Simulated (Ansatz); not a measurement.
# Cs chain started as a strip of triangles: one chain at several levels of theory, part 2 of 3

Aim: how far do the period, the moment and the conductance of the Cs chain started as a strip of triangles depend on the functional, the datasets and spin-orbit coupling, and at what cost?

Ansatz 0.2.0; DFT PBE, plane waves, PAW; relaxation of a chain's period (the session's first sound run).

So far. Step 2 (Relaxing the period, level PBE, cutoff 420 eV): The cell's length comes to 5.163 Å with no moment.

**3. The wire at its relaxed period, level PBE, k-mesh 1×1×16**

This step: DFT PBE, plane waves, PAW; channels and complex bands of a perfect chain (Ansatz 0.2.0).

At the relaxed period the Bloch states of the perfect chain are found at each energy: those that move forward count the open channels, and those that decay describe how a disturbance dies away inside the wire itself. An energy step of 0.035 eV is under the 0.039 eV that the program asks for its thermal average at 300 K.

Input file input.yaml:

```yaml
crystal:
  lattice:
    - [13.5, 0.0, 0.0]
    - [0.0, 12.0, 0.0]
    - [0.0, 0.0, 5.1631796496]
  atoms:
    - { symbol: Cs, position: [0.323508846, 0.5, 0.0] }
    - { symbol: Cs, position: [0.676491154, 0.5, 0.5] }
kpoints:
  mp_grid: { grid: [1, 1, 16] }
  band_path: { path: ["Γ", Z], npoints: 60 }
scf:
  occupations: { method: fermi_dirac, width: 0.05 }
hamiltonian:
  xc: pbe
output:
  transmission:
    e_range: [-2, 2]
    de: 0.035
    kmesh: [1, 1]
    reduced_basis: true
    leads: [[0, 0]]
  dos: { projected: true, e_range: [-6, 4] }
  write_potential: true
  write_density: true
  volumetric_format: npy
  elf: true
```

Run with:

```console
$ ansatz run input.yaml --threads 4 --pin off --max-ram 16384MiB --backend cpu --events-out ev --progress --plain --runs-dir out
```

Numbers of over 12 decimals in the logs are rounded to 6 here.

The program printed:

```text
[...]
Crystal: 2 atoms, lattice volume = 836.435 Å³
Basis set: ecut = 420 eV, 16361 PW (Γ)
Bands: 13, of which v1, the nominal top of the filled ones, is band 9 counted from 1 (8 counted from 0)
Symmetry: 8 space group operations
[...]
k-points: 9 of 16
[...]
SCF iter   1: F=—  HF=-11340.951330 eV  |F-HF|=—  |Δ(HF+E_count)|=         —  Δρ=7.63e-4  dr2=7.29e-2  ethr=1.77e-3  ⟨swp⟩=9.2  Hψ=919  notcnv=0
[...]
SCF iter   8: F=-11340.947523 eV  HF=-11340.947523 eV  |F-HF|=8.26e-9  |Δ(HF+E_count)|=   4.02e-8  Δρ=4.73e-7  dr2=5.17e-9  ethr=5.56e-10  ⟨swp⟩=6.3  Hψ=465  notcnv=0
SCF 1 converged in 8 iterations: F = -11340.947523 eV  dr2 = 5.17e-9
[...]
NSCF: frozen V_eff on 61 k-points
transmission: 7 of 42 steps passed
transmission: 14 of 42 steps passed
[...]
transmission: 42 of 42 steps passed
WARN: The output density's exchange-correlation potential varies sharply where the density is thin. Do not read a vacuum level from v_tot or v_xc, or from such a field of the output density. On a cell that repeats whose density bears no net charge and no dipole along the vacuum's axis use v_es (v_loc + v_h of the components); under efield.dipole_correction with no amplitude use v_es + v_field, which holds any externa [...]
SCF converged after 8 iterations
Free energy (F): -11340.947523 eV
[...]
Internal energy: -11340.923809 eV  (E = F + TS)
E sigma→0 (E₀):  -11340.935666 eV
Entropy (-TS):   -0.023713 eV (-11.857 meV/atom)
Fermi energy:    -0.728536 eV
[...]
--- Band table (eV; the first three rows and the last of 9) ---
  k-point 0: bands = [... 5 lower, -11.7880, -11.7168, -11.7059, -1.6955, -0.9016, -0.0500, 0.0572, 0.4125]
  k-point 1: bands = [... 5 lower, -11.7882, -11.7212, -11.7106, -1.6635, -0.8648, -0.0385, 0.0671, 0.4361]
  k-point 2: bands = [... 5 lower, -11.7890, -11.7336, -11.7240, -1.5691, -0.7568, -0.0058, 0.0955, 0.5055]
  k-point 8: bands = [... 5 lower, -11.8289, -11.7950, -11.7950, -0.1468, -0.1468, 0.4217, 0.4217, 0.4456]
--- Transmission ---
  basis      : 1421 plane waves across, 7 finite elements along
  points     : 1, standing for a mesh of 1 x 1
  filling    : by the input's occupations and mesh, since the crystals that have channels conduct as metals do. If one of these is a semiconductor, that mesh has misplaced its level
  energies   : 115 from -2.000000 to 1.990000 eV about the Fermi level, 0.035000 eV apart; the leads are filled to 0.000000 eV, and channels, transmission and decay are at -0.005000 eV
  crystal 0  : Cs2, at the sites [0, 0], period 5.1632 Å: whole cells are its period
    offset         : up to 0.0000 Å between an atom of the period and one for which it stands
    filled         : 8.6 meV over the level at which it is neutral
    channels       : 2.000000e0 a spin
    conductance    : 9.5596e13 S/m² at 300 K; may be off by some 0.0 % by where its bands' edges are placed, 0.0 % from the distance to neutral
```

Wall time 2.5 min (4 threads of Arm Neoverse V1, shared host); peak memory 1.7 GiB.

Reading the cycles: dr2 is the Hartree energy of the density residual (eV), the measure of convergence; HF is the Harris–Foulkes estimate of the energy, which meets the free energy F at convergence.

Numbers from this step:

- energy at zero smearing: -11340.9357 eV
- channels at the energy nearest the Fermi level, one spin: 2
- conductance of the lead as this run defines it: 1.999 G₀
- band gap: 0 eV

Table of open channels of the lead, one spin by energy, zero at the Fermi level:

energy (eV), open channels of the lead, one spin and a bar:
```
   -0.985       0.00 
   -0.915       1.00 ######
   -0.810       1.00 ######
   -0.705       1.00 ######
   -0.600       1.00 ######
   -0.495       1.00 ######
   -0.390       1.00 ######
   -0.285       1.00 ######
   -0.215       1.00 ######
   -0.110       2.00 ############
   -0.005       2.00 ############
    0.100       2.00 ############
    0.205       2.00 ############
    0.310       2.00 ############
    0.415       2.00 ############
    0.485       2.00 ############
    0.590       2.00 ############
    0.695       3.00 ##################
    0.800       4.00 ########################
    0.905       2.00 ############
    1.010       2.00 ############
    1.115       2.00 ############
    1.185       5.00 ##############################
    1.290       3.00 ##################
    1.395       4.00 ########################
    1.500       4.00 ########################
    1.605       4.00 ########################
    1.710       5.00 ##############################
    1.815       5.00 ##############################
    1.885       5.00 ##############################
```

The slowest values at each energy, most degenerate partners merged, listed up to 1.5 1/Å. Table of Im kz of the slowest decaying states by energy, zero at the Fermi level:

| energy (eV) | decay 1 (Å⁻¹) | decay 2 (Å⁻¹) | decay 3 (Å⁻¹) | decay 4 (Å⁻¹) |
| --- | --- | --- | --- | --- |
| -2.000 | 0.401 | 0.478 | 0.806 | 0.815 |
| -1.790 | 0.363 | 0.455 | 0.775 | 0.795 |
| -1.615 | 0.326 | 0.433 | 0.749 | 0.777 |
| -1.405 | 0.272 | 0.405 | 0.716 | 0.755 |
| -1.195 | 0.199 | 0.373 | 0.683 | 0.731 |
| -0.985 | 0.0568 | 0.337 | 0.649 | 0.706 |
| -0.810 | 0.301 | 0.619 | 0.685 | 0.705 |
| -0.600 | 0.250 | 0.582 | 0.657 | 0.675 |
| -0.390 | 0.181 | 0.543 | 0.627 | 0.630 |
| -0.215 | 0.0806 | 0.508 | 0.589 | 0.600 |
| -0.005 | 0.462 | 0.535 | 0.566 | 0.566 |
| 0.205 | 0.404 | 0.476 | 0.499 | 0.528 |
| 0.415 | 0.323 | 0.413 | 0.414 | 0.485 |
| 0.590 | 0.201 | 0.314 | 0.358 | 0.446 |
| 0.800 | 0.282 | 0.392 | 0.398 | 0.415 |
| 1.010 | 0.0427 | 0.177 | 0.302 | 0.352 |
| 1.185 | 0.195 | 0.289 | 0.370 | 0.377 |
| 1.395 | 0.0630 | 0.173 | 0.273 | 0.322 |
| 1.605 | 0.0979 | 0.189 | 0.208 | 0.357 |
| 1.815 | 0.102 | 0.249 | 0.344 | 0.349 |

The electronic bands at the labelled points (eV, zero at the Fermi level):

| point | band 9 | band 10 | band 11 | band 12 | band 13 |
| --- | --- | --- | --- | --- | --- |
| Γ | -0.97 | -0.17 | 0.68 | 0.79 | 1.14 |
| halfway | -0.49 | 0.36 | 0.83 | 0.92 | 1.42 |
| Z | 0.58 | 0.58 | 1.15 | 1.15 | 1.17 |

The electronic bands as a text plot (rows in eV):

```
    1.4 |                     **********
    1.3 |               ******          *****
    1.2 |   ************                     ******     *********
    1.1 |***                                       **************
    1.0 |                              ******************
    0.9 |                 ***********************  *****
    0.8 |*****************************          ***     ****
    0.7 |*****************                   ***            ****
    0.6 |                                 ***                   *
    0.5 |                              ***                    **
    0.4 |                            **                    ***
    0.3 |                        ****                   ***
    0.2 |                     ***                     **
    0.1 |                 ****                     ***
    0.0 |             ****                       **
   -0.1 |    *********                        ***
   -0.2 |****                               **
   -0.3 |                                ***
   -0.4 |                            ****
   -0.5 |                          **
   -0.6 |                      ****
   -0.7 |                  ****
   -0.8 |             *****
   -0.9 |*************
         Γ                                                      Z
```

ELF in the ca plane at fractional y = 0.500, with atoms of Cs within 0.2 Å of it. It is the smooth field of the valence electrons, not physical close to the nuclei.

Ten even steps from '0' (0.01) to '9' (0.87), each cell a mean:
```
00000000000000
11111111111111
54321111112345
75310000000146
63101233210025
52015899863113
31159987997312
31269810598412
41159975897312
52115899973114
64201233210136
33321111112233
00012455431100
65310256410145
99851134213799
26983123116994
16984123126993
99962124114899
77420145201367
11001267410011
00012466531100
11222333332211
10000000000001
00000000000000
```
Columns run along c (5.2 Å), rows up along a (13.5 Å). Atoms in or near the plane, at fractional coordinates: Cs at (0.00, 0.32), Cs at (0.50, 0.68).

Electrostatic potential energy in the ca plane at fractional y = 0.500, with atoms of Cs within 0.2 Å of it. With pseudopotentials it is smooth inside the atoms' cores, unlike the true potential.

Ten even steps from '_' (-28 eV) to '@' (1 eV), each cell a mean:
```
@@@@@@@@@@@@@@@@@@@@@@@@@@@@
@@@@@@@@@@@@@@@@@@@@@@@@@@@@
@@@@@@@@@@@@@@@@@@@@@@@@@@@@
@@@@@@@@@@@@@@@@@@@@@@@@@@@@
@@@@@@@@@@@@%%%%%%@@@@@@@@@@
@@@@@@@@%%##++++**##%%@@@@@@
@@@@@@%%++..______--##%%@@@@
@@@@@@##--__....____++%%@@@@
@@@@@@%%==________::**%%@@@@
@@@@@@@@%%**==--==##%%@@@@@@
@@@@@@@@@@@@%%%%%%@@@@@@@@@@
@@@@@@@@@@@@@@@@@@@@@@@@@@@@
@@@@@@@@@@@@@@@@@@@@@@@@@@@@
##%%%%@@@@@@@@@@@@@@@@@@%%##
..::++%%@@@@@@@@@@@@%%##==..
____..**%%@@@@@@@@@@##--____
..____++%%@@@@@@@@@@##--____
__..==##@@@@@@@@@@@@%%**--..
####%%@@@@@@@@@@@@@@@@%%%%##
@@@@@@@@@@@@@@@@@@@@@@@@@@@@
@@@@@@@@@@@@@@@@@@@@@@@@@@@@
@@@@@@@@@@@@@@@@@@@@@@@@@@@@
@@@@@@@@@@@@@@@@@@@@@@@@@@@@
@@@@@@@@@@@@@@@@@@@@@@@@@@@@
```
Columns run along c (5.2 Å; values clipped at the 3rd and 97th percentile), rows up along a (13.5 Å). Atoms in or near the plane, at fractional coordinates: Cs at (0.00, 0.32), Cs at (0.50, 0.68).

Valence density in the ca plane at fractional y = 0.500, with atoms of Cs within 0.2 Å of it. It is the smooth field of the valence electrons, not physical close to the nuclei.

Ten even steps from '_' (0.0 e/Å³) to '@' (1.1 e/Å³), each cell a mean:
```
____________________________
____________________________
____________________________
____________________________
____________________________
________..::--==--..________
______..--%%@@@@@@**::______
______..**@@==..##@@--..____
______..==%%@@%%@@##::______
________..--++++==::________
____________________________
____________________________
____________________________
....______________________..
%%**--..______________::++##
++@@%%--____________..++@@##
--%%%%--____________..++@@**
@@##==..______________::**%%
::..____________________....
____________________________
____________________________
____________________________
____________________________
____________________________
```
Columns run along c (5.2 Å), rows up along a (13.5 Å). Atoms in or near the plane, at fractional coordinates: Cs at (0.00, 0.32), Cs at (0.50, 0.68).

By hand: the program gives 9.5596 × 10^13 S/m² over the cell's cross-section of 162.00 Å² = 1.620 × 10^-18 m², so one cell conducts 1.549 × 10^-4 S. Divided by G0 = 2e²/h = 7.748 × 10^-5 S this is 2.00 G0, a resistance of 6.46 kΩ.

At the computed energy nearest the Fermi level there are 2 channels a spin, and the thermal average gives 2.00 G₀.

**4. Relaxing the period**

This step: DFT RPBE, plane waves, PAW; relaxation of a chain's period (Ansatz 0.2.0).

The relaxation is repeated under another functional. RPBE strengthens the exchange enhancement and tends to longer, weaker bonds than PBE.

Input file input.yaml:

```yaml
crystal:
  lattice:
    - [13.5, 0.0, 0.0]
    - [0.0, 12.0, 0.0]
    - [0.0, 0.0, 4.77508]
  atoms:
    - { symbol: Cs, position: [0.348900741, 0.5, 0.0], spin: 0.5 }
    - { symbol: Cs, position: [0.651099259, 0.5, 0.5], spin: 0.5 }
magnetization:
  spin_polarized: true
kpoints:
  mp_grid: { grid: [1, 1, 17] }
scf:
  occupations: { method: fermi_dirac, width: 0.05 }
hamiltonian:
  xc: rpbe
relax:
  cell: { fix: [a, b, alpha, beta, gamma] }
  max_steps: 60
```

The program printed:

```text
[...]
Crystal: 2 atoms, lattice volume = 773.563 Å³
Basis set: ecut = 420 eV, 15015 PW (Γ), exchange–correlation on 192×162×64 points (8 copies of the dense FFT grid, shifted against one another)
Bands: 14, of which v1, the nominal top of the filled ones, is band 9 counted from 1 (8 counted from 0)
Symmetry: 8 space group operations
[...]
-0.000000       0.000000       0.004249
  P = ⅓ Tr σ = -0.0116 GPa (-0.116 kbar)
--- Relaxed structure (8 steps of the walk, 8 accepted, 1 SCFs on fresh bases) ---
[...]
cell:  # Å, volume = 877.2036 Å³
    - [13.5, 0, 0]
    - [0, 12.0, 0]
    - [0, 0, 5.414837]
  atoms:
    - { symbol: Cs, position: [0.321805, 0.500000, 0] }
    - { symbol: Cs, position: [0.678195, 0.500000, 0.500000] }
[key lines of the parts left out:]
SCF converged after 8 iterations
Magnetization: -0.0007 μB (8.9997 up, 9.0003 down)
Free energy (F): -11360.372420 eV
Fermi energy:    -0.687167 eV
```

Run time: 60 s. Hardware: 4 threads; peak memory 1.1 GiB; 3.9 min of CPU time.

Relaxation path:

| step | energy less that of the first step (eV) | largest force component (eV/Å) | pressure (GPa) | volume (Å³) |
| --- | --- | --- | --- | --- |
| 1 | 0.0000 | 0.2702 | 0.18 | 773.56 |
| 2 | -0.0330 | 0.2294 | 0.16 | 779.61 |
| 3 | -0.1318 | 0.0840 | 0.07 | 807.68 |
| 4 | -0.1655 | 0.0167 | 0.02 | 835.02 |
| 5 | -0.1729 | 0.0082 | 0.00 | 855.02 |
| 6 | -0.1739 | 0.0133 | -0.01 | 863.17 |
| 7 | -0.1753 | 0.0057 | -0.01 | 869.33 |
| 8 | -0.1757 | 0.0003 | -0.01 | 877.20 |
| 9* | -0.1762 | 0.0003 | -0.01 | 877.20 |

Relaxation steps marked * repeat the geometry before them on a plane-wave basis chosen anew for their cell, so energy and pressure can jump there.

The run keeps the 8 symmetry operations that it works with, so distortions that break them were not tested.

| cell as run | before | after | change |
| --- | --- | --- | --- |
| c (Å) | 4.775 | 5.415 | +13.4 % |

The atoms that moved most (Å, along periodic axes as changes of fractional coordinates times the final cell, across vacuum about the mean position):

| atom | dx | dy | dz | length |
| --- | --- | --- | --- | --- |
| Cs1 | -0.366 | 0.000 | 0.000 | 0.366 |
| Cs2 | 0.366 | 0.000 | 0.000 | 0.366 |

The relaxed structure:

```xyz
2
Lattice="13.5000 0.0000 0.0000 0.0000 12.0000 0.0000 0.0000 0.0000 5.4148" Properties=species:S:1:pos:R:3
Cs    4.3444    6.0000    0.0000
Cs    9.1556    6.0000    2.7074
```

The cell's length comes to 5.415 Å, +4.9 % against the first run, with no moment. That is +13 % against the start, more than a small adjustment.

The cell grew by 13.4 % in its periodic edges. First to last step the energy falls by 0.176 eV, across changes of basis; the largest move, 0.37 Å, is that of Cs1 and 1 other atom alike.

**5. The wire at its relaxed period, level RPBE, k-mesh 1×1×15**

This step: DFT RPBE, plane waves, PAW; channels and complex bands of a perfect chain (Ansatz 0.2.0).

The channels are counted again under RPBE, at the period that it gave.

Input file input.yaml:

```yaml
crystal:
  lattice:
    - [13.5, 0.0, 0.0]
    - [0.0, 12.0, 0.0]
    - [0.0, 0.0, 5.4148367918]
  atoms:
    - { symbol: Cs, position: [0.32180544, 0.5, 0.0] }
    - { symbol: Cs, position: [0.67819456, 0.5, 0.5] }
kpoints:
  mp_grid: { grid: [1, 1, 15] }
  band_path: { path: ["Γ", Z], npoints: 60 }
scf:
  occupations: { method: fermi_dirac, width: 0.05 }
hamiltonian:
  xc: rpbe
output:
  transmission:
    e_range: [-2, 2]
    de: 0.035
    kmesh: [1, 1]
    reduced_basis: true
    leads: [[0, 0]]
  dos: { projected: true, e_range: [-6, 4] }
```

The program printed:

```text
[...]
Crystal: 2 atoms, lattice volume = 877.204 Å³
Basis set: ecut = 420 eV, 17087 PW (Γ)
Bands: 13, of which v1, the nominal top of the filled ones, is band 9 counted from 1 (8 counted from 0)
Symmetry: 8 space group operations
[...]
k-points: 8 of 15
[...]
k-point 7: bands = [... 5 lower, -11.8750, -11.8494, -11.8479, -0.3192, -0.0347, 0.3891, 0.4142, 0.4627]
--- Transmission ---
  basis      : 1421 plane waves across, 7 finite elements along
  points     : 1, standing for a mesh of 1 x 1
[...]
crystal 0  : Cs2, at the sites [0, 0], period 5.4148 Å: whole cells are its period
[...]
filled         : 12.5 meV over the level at which it is neutral
    channels       : 2.000000e0 a spin
[...]
[key lines of the parts left out:]
SCF converged after 8 iterations
Free energy (F): -11360.372084 eV
Fermi energy:    -0.681962 eV
```

It took 2.6 min on 4 threads; peak memory 1.7 GiB.

Open channels of the lead, one spin against energy, zero at the Fermi level:

| energy (eV) | open channels of the lead, one spin |
| --- | --- |
| -2.00 | 0 |
| -1.90 | 0 |
| -1.79 | 0 |
| -1.69 | 0 |
| -1.58 | 0 |
| -1.48 | 0 |
| -1.37 | 0 |
| -1.23 | 0 |
| -1.12 | 0 |
| -1.02 | 0 |
| -0.92 | 1 |
| -0.81 | 1 |
| -0.70 | 1 |
| -0.60 | 1 |
| -0.49 | 1 |
| -0.39 | 1 |
| -0.28 | 1 |
| -0.18 | 1 |
| -0.07 | 2 |
| -0.01 | 2 |
| 0.07 | 2 |
| 0.17 | 2 |
| 0.28 | 2 |
| 0.38 | 2 |
| 0.48 | 2 |
| 0.59 | 2 |
| 0.69 | 3 |
| 0.80 | 4 |
| 0.91 | 2 |
| 1.01 | 4 |
| 1.11 | 2 |
| 1.22 | 3 |
| 1.36 | 4 |
| 1.47 | 4 |
| 1.57 | 4 |
| 1.68 | 4 |
| 1.78 | 3 |
| 1.89 | 3 |
| 1.99 | 2 |

At the computed energy nearest the Fermi level there are 2 channels a spin, and the thermal average gives 1.99 G₀.

**6. The relaxed wire**

This step: DFT PBEsol, plane waves, PAW; relaxation of a chain's period (Ansatz 0.2.0).

The relaxation is repeated under another functional. PBEsol weakens PBE's gradient terms and usually lands between LDA and PBE.

Input file input.yaml:

```yaml
crystal:
  lattice:
    - [13.5, 0.0, 0.0]
    - [0.0, 12.0, 0.0]
    - [0.0, 0.0, 4.77508]
  atoms:
    - { symbol: Cs, position: [0.348900741, 0.5, 0.0], spin: 0.5 }
    - { symbol: Cs, position: [0.651099259, 0.5, 0.5], spin: 0.5 }
magnetization:
  spin_polarized: true
kpoints:
  mp_grid: { grid: [1, 1, 17] }
scf:
  occupations: { method: fermi_dirac, width: 0.05 }
hamiltonian:
  xc: pbesol
relax:
  cell: { fix: [a, b, alpha, beta, gamma] }
  max_steps: 60
```

The program printed:

```text
[...]
Crystal: 2 atoms, lattice volume = 773.563 Å³
Basis set: ecut = 420 eV, 15015 PW (Γ), exchange–correlation on 192×162×64 points (8 copies of the dense FFT grid, shifted against one another)
Bands: 14, of which v1, the nominal top of the filled ones, is band 9 counted from 1 (8 counted from 0)
Symmetry: 8 space group operations
[...]
-0.000000      -0.023272       0.000000
       -0.000000       0.000000       0.013764
  P = ⅓ Tr σ = -0.0097 GPa (-0.097 kbar)
--- Relaxed structure (5 steps of the walk, 5 accepted, 1 SCFs on fresh bases) ---
[...]
cell:  # Å, volume = 814.8547 Å³
    - [13.5, 0, 0]
    - [0, 12.0, 0]
    - [0, 0, 5.029967]
  atoms:
    - { symbol: Cs, position: [0.327493, 0.5, 0] }
    - { symbol: Cs, position: [0.672507, 0.5, 0.5] }
[key lines of the parts left out:]
SCF converged after 5 iterations
Magnetization: -0.0000 μB (9.0000 up, 9.0000 down)
Free energy (F): -11170.925926 eV
Fermi energy:    -0.719411 eV
```

Wall time 32 s (4 threads); peak memory 1.1 GiB; 2 min of CPU time.

The steps of the relaxation:

| step | energy less that of the first step (eV) | largest force component (eV/Å) | pressure (GPa) | volume (Å³) |
| --- | --- | --- | --- | --- |
| 1 | 0.0000 | 0.1743 | 0.10 | 773.56 |
| 2 | -0.0123 | 0.1514 | 0.09 | 776.62 |
| 3 | -0.0607 | 0.0268 | 0.02 | 801.24 |
| 4 | -0.0644 | 0.0030 | 0.00 | 809.97 |
| 5 | -0.0649 | 0.0055 | -0.01 | 814.85 |
| 6* | -0.0650 | 0.0055 | -0.01 | 814.85 |

Relaxation steps marked * repeat the geometry before them on a plane-wave basis chosen anew for their cell, so energy and pressure can jump there.

The run keeps the 8 symmetry operations that it works with, so distortions that break them were not tested.

| cell as run | before | after | change |
| --- | --- | --- | --- |
| c (Å) | 4.775 | 5.030 | +5.3 % |

The atoms that moved most (Å, along periodic axes as changes of fractional coordinates times the final cell, across vacuum about the mean position):

| atom | dx | dy | dz | length |
| --- | --- | --- | --- | --- |
| Cs1 | -0.289 | 0.000 | 0.000 | 0.289 |
| Cs2 | 0.289 | 0.000 | 0.000 | 0.289 |

Final coordinates:

```
Cs
1.0
    13.50000    0.00000    0.00000
     0.00000   12.00000    0.00000
     0.00000    0.00000    5.02997
Cs
2
Direct
  0.32749 0.50000 0.00000
  0.67251 0.50000 0.50000
```

The cell's length comes to 5.030 Å, -2.6 % against the first run, with no moment.

The cell grew by 5.3 % in its periodic edges. First to last step the energy falls by 0.065 eV, across changes of basis; the largest move, 0.29 Å, is that of Cs1 and 1 other atom alike.

(Part 2 of 3 ends here.)

[Logs are printed without paths, hosts, clocks, repeated set-up lines and the standing remarks that a program may print on its own settings, such as how far it seeks lower states.]

[Hosts, paths, dates, database ids (printed as entryN), source tags and the programs' standing remarks are cut or masked in the printed files.]
